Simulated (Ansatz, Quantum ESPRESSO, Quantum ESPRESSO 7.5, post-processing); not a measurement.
# Work function of relaxed Hf(0001) under two functionals

How much does the work function of Hf(0001) depend on the functional?

Calculated with Quantum ESPRESSO 7.5; plane-wave DFT, PBE, GBRV ultrasoft pseudopotentials (geometry and cross-check by Ansatz 0.2.0 with PAW datasets; geometry under PBE).

The experiments to compare with:

For Hf (polycrystalline sample, no single face), “Anisotropic work function of elemental crystals” (2019, arxiv:1902.07811) quotes earlier work: work function, loosely compared (polycrystalline sample, no single face) 3.9 eV.

This is a report of a sequence of runs, with most program output left out.

## 1. Starting point

The cell holds 6 atoms: 6 Hf. Its edges and angles: a = 3.200 Å, b = 3.200 Å, c = 28.656 Å, α = 90.0°, β = 90.0°, γ = 60.0°. It derives from Hf. Vacuum lies along c.

## 2. Geometry from Ansatz of (0001)

The geometry comes first, from a plane-wave PAW code, so that the later runs on this slab share one structure.

File input.yaml:

```yaml
crystal:
  lattice:
    - [3.2, 0.0, 0.0]
    - [1.6, 2.7712812921, 0.0]
    - [0.0, 0.0, 28.656]
  atoms:
    - { symbol: Hf, position: [0.6666666667, 0.6666666667, 0.279173646] }
    - { symbol: Hf, position: [0.0, 0.0, 0.3675041876] }
    - { symbol: Hf, position: [0.6666666667, 0.6666666667, 0.4558347292] }
    - { symbol: Hf, position: [0.0, 0.0, 0.5441652708] }
    - { symbol: Hf, position: [0.6666666667, 0.6666666667, 0.6324958124] }
    - { symbol: Hf, position: [0.0, 0.0, 0.720826354] }
kpoints:
  mp_grid: { grid: [12, 12, 1] }
hamiltonian:
  xc: pbe
scf:
  occupations: { method: fermi_dirac, width: 0.1 }
  convergence: { dr2_threshold: 1.0e-08 }
efield:
  axis: 3
  dipole_correction: true
  ramp_position: 0.97
  ramp_width: 0.04
relax:
  f_tol: 0.01
  constraints: [{ sites: [2, 3] }]
output:
  write_potential: true
  write_density: true
  volumetric_format: npy
```

Command:

```
$ ansatz run input.yaml --threads 2 --pin off --max-ram 4096MiB --backend cpu --events-out ev --progress --plain --runs-dir out
```

Run time: 92 s. Hardware: 2 threads of Arm Neoverse V2, shared host; peak memory 0.74 GiB; 3 min of CPU time.

The steps of the relaxation:

| step | energy less that of the first step (eV) | largest force component (eV/Å) |
| --- | --- | --- |
| 1 | 0.0000 | 0.6888 |
| 2 | 0.0131 | 0.9355 |
| 3 | -0.1006 | 0.1190 |
| 4 | -0.1029 | 0.0046 |

Relaxation step 2 was tried and not accepted.

The atoms that moved most (Å):

| atom | dx | dy | dz | length |
| --- | --- | --- | --- | --- |
| Hf2 | 0.000 | 0.000 | -0.079 | 0.079 |
| Hf5 | 0.000 | 0.000 | 0.079 | 0.079 |
| Hf6 | 0.000 | 0.000 | -0.071 | 0.071 |
| Hf1 | 0.000 | 0.000 | 0.071 | 0.071 |

The relaxation lowers the energy by 17 meV an atom. Held were the atoms numbered 3 and 4; the forces quoted are those on the free ones.

Numbers from this step:

```
free energy                     : -94326.3612 eV
energy at zero smearing         : -94326.2439 eV
smearing term TS                : 0.2348 eV
Fermi energy                    : 8.560 eV
symmetry operations             : 6
work function of the upper face : 4.333 eV
work function of the lower face : 4.333 eV
dipole along the normal         : 7.91e-7 e·Å
```

## 3. SCF with pw.x of (0001), PBE

Both faces of the slab are alike, so a plain periodic cell serves and symmetry is kept.

Level of this step: plane-wave DFT, PBE, GBRV ultrasoft pseudopotentials (Quantum ESPRESSO 7.5).

File 0001.pbe.in:

```
&control
  prefix = '0001.pbe'
  outdir = './out'
  pseudo_dir = './pseudo'
  calculation = 'scf'
  tprnfor = .true.
/
&system
  ibrav = 0
  nat = 6
  ntyp = 1
  ecutwfc = 40
  ecutrho = 200
  occupations = 'smearing'
  smearing = 'mv'
  degauss = 0.02
/
&electrons
  conv_thr = 1e-07
  mixing_beta = 0.4
  electron_maxstep = 120
  mixing_mode = 'local-TF'
/
ATOMIC_SPECIES
  Hf  178.4900  hf_pbe_v1.uspp.F.UPF
CELL_PARAMETERS angstrom
  3.19999999999411 0.00000000000000 0.00000000000000
  1.59999999999705 2.77128129210510 0.00000000000000
  0.00000000000000 0.00000000000000 28.65600000000000
ATOMIC_POSITIONS crystal
  Hf  0.666666666667 0.666666666667 0.281643089138
  Hf  0.000000000000 -0.000000000000 0.364754126176
  Hf  0.666666666667 0.666666666667 0.455834729200
  Hf  0.000000000000 0.000000000000 0.544165270800
  Hf  0.666666666667 0.666666666667 0.635245865548
  Hf  0.000000000000 -0.000000000000 0.718356902756
K_POINTS automatic
  12 12 1 0 0 0
```

Command:

```
$ OMP_NUM_THREADS=1 mpirun -n 2 pw.x -nk 2 -in 0001.pbe.in > 0001.pbe.out
```

The job ended after 2.6 min (2 MPI ranks; peak memory 0.78 GiB; 5.2 min of CPU time).

This step gave:

| Quantity | Value |
| --- | --- |
| free energy | -12974.9929 eV |
| Fermi energy | 5.820 eV |

## 4. Electrostatic potential of (0001)

The vacuum level is read from the electrostatic potential (plot_num = 11), averaged over planes.

File 0001.pbe.pot.in:

```
&inputpp
  prefix = '0001.pbe'
  outdir = './out'
  filplot = '0001.pbe.pot.dat'
  plot_num = 11
/
```

Command:

```
$ OMP_NUM_THREADS=1 mpirun -n 2 pp.x -in 0001.pbe.pot.in > 0001.pbe.pot.out
```

The job ended after 1.1 s (2 MPI ranks; peak memory 0.28 GiB).

This step gave:

| Property | Result |
| --- | --- |
| work function of the upper face | 4.414 eV |
| slope of the potential above | 0.002388 eV/Å |
| upper vacuum line continued to the top atoms, over the Fermi level | 4.401 eV |
| work function of the lower face | 4.415 eV |
| slope of the potential below | -0.001710 eV/Å |
| lower vacuum line continued to the bottom atoms, over the Fermi level | 4.405 eV |

The potential energy, planar mean oscillates, so the rows of the table below give means over windows of 2.48 Å about each position, cut where the curve ends. Its maxima inside the range that stand out by 2 % of the span (Å: eV): 9.3: -1.47, 11.8: -0.264, 13.1: -7.10, 14.4: -0.773, 15.6: -7.10, 16.9: -0.264, 19.3: -1.47. Its minima: 7.8: -7.79, 10.7: -7.46, 12.7: -7.44, 13.3: -7.39, 15.3: -7.39, 15.9: -7.44, 17.9: -7.46, 20.9: -7.79.

Electrostatic potential energy of an electron; zero at the Fermi level. The potential energy, planar mean by z; means over each step:

z (Å), potential energy, planar mean (eV) and a bar from the least value:
```
     1.24       4.42 ##############################
     3.72       4.40 ##############################
     6.20       1.85 ######################
     8.68      -5.35 
    11.16      -4.58 ##
    13.64      -4.88 #
    16.12      -4.69 ##
    18.60      -5.15 #
    21.08      -4.24 ###
    23.56       4.12 #############################
    26.04       4.41 ##############################
    28.52       4.42 ##############################
```

## 5. Ground state of (0001), PBEsol

The same atoms under a second functional.

Level of this step: plane-wave DFT, PBEsol, GBRV ultrasoft pseudopotentials (Quantum ESPRESSO 7.5).

0001.pbesol.in is the input of step 3 with these lines changed:

```diff
@@ -1,3 +1,3 @@
 &control
-  prefix = '0001.pbe'
+  prefix = '0001.pbesol'
   outdir = './out'
@@ -24,3 +24,3 @@
 ATOMIC_SPECIES
-  Hf  178.4900  hf_pbe_v1.uspp.F.UPF
+  Hf  178.4900  hf_pbesol_v1.uspp.F.UPF
 CELL_PARAMETERS angstrom
```

Command:

```
$ OMP_NUM_THREADS=1 mpirun -n 2 pw.x -nk 2 -in 0001.pbesol.in > 0001.pbesol.out
```

It took 2.2 min on 2 MPI ranks; peak memory 0.78 GiB; 4.5 min of CPU time.

Numbers from this step:

| Property | Result |
| --- | --- |
| free energy | -12939.6537 eV |
| Fermi energy | 5.715 eV |

## 6. Electrostatic potential of (0001)

File 0001.pbesol.pot.in:

```
&inputpp
  prefix = '0001.pbesol'
  outdir = './out'
  filplot = '0001.pbesol.pot.dat'
  plot_num = 11
/
```

Command:

```
$ OMP_NUM_THREADS=1 mpirun -n 2 pp.x -in 0001.pbesol.pot.in > 0001.pbesol.pot.out
```

Run time: 1.1 s. Hardware: 2 MPI ranks; peak memory 0.28 GiB; 2.1 s of CPU time.

Numbers from this step:

| Quantity | Value |
| --- | --- |
| work function of the upper face | 4.455 eV |
| slope of the potential above | 0.002163 eV/Å |
| upper vacuum line continued to the top atoms, over the Fermi level | 4.444 eV |
| work function of the lower face | 4.456 eV |
| slope of the potential below | -0.001541 eV/Å |
| lower vacuum line continued to the bottom atoms, over the Fermi level | 4.447 eV |

On (0001) the work function under PBEsol lies +0.04 eV from PBE's.

## 7. The series side by side

All levels:

| level | work function (eV) | Ansatz, PBE (eV) | CPU time (s) |
| --- | --- | --- | --- |
| (0001), PBE | 4.414 | 4.333 | 310.5 |
| (0001), PBEsol | 4.455 | - | 269.4 |

## 8. A check by hand

For (0001) under PBE, on the run's own zero: φ = 10.235 − (5.820) = 4.415 eV.

## 9. Summary of results

```
work function of (0001), PBE    : 4.41 eV
work function of (0001), PBEsol : 4.46 eV
```

What this shows: Under PBE the work function is 4.41 eV on (0001). PBEsol lies +0.04 eV from PBE on the same atoms. The top two spacings change by -5.9 and +3.1 % on (0001). Ansatz, with Fermi-Dirac smearing and its own datasets, agrees within 0.08 eV under PBE. The slabs are thin and unreconstructed, at the tabulated lattice constant; thickness and mesh leave some 0.05 to 0.1 eV open.

Comparison with the measured values:

| quantity | measured | (0001), PBE |
| --- | --- | --- |
| work function, loosely compared (polycrystalline sample, no single face) (eV) | 3.9 | 4.41 (+0.51 eV) |

Measured values from arxiv:1902.07811 (2019).

Verdict: The work function, set beside that of the polycrystal, is off by +0.51 eV. A polycrystal averages over faces, so this is a loose comparison.

[Logs are printed without paths, hosts, clocks, repeated set-up lines and the standing remarks that a program may print on its own settings, such as how far it seeks lower states.]

[Hosts, paths, dates, database ids (printed as entryN), source tags and the programs' standing remarks are cut or masked in the printed files.]

[Maps of the electrostatic potential energy from Ansatz leave out the sawtooth potential of an applied field or a dipole correction, so their vacuum need not be flat; planar profiles and work functions include it.]
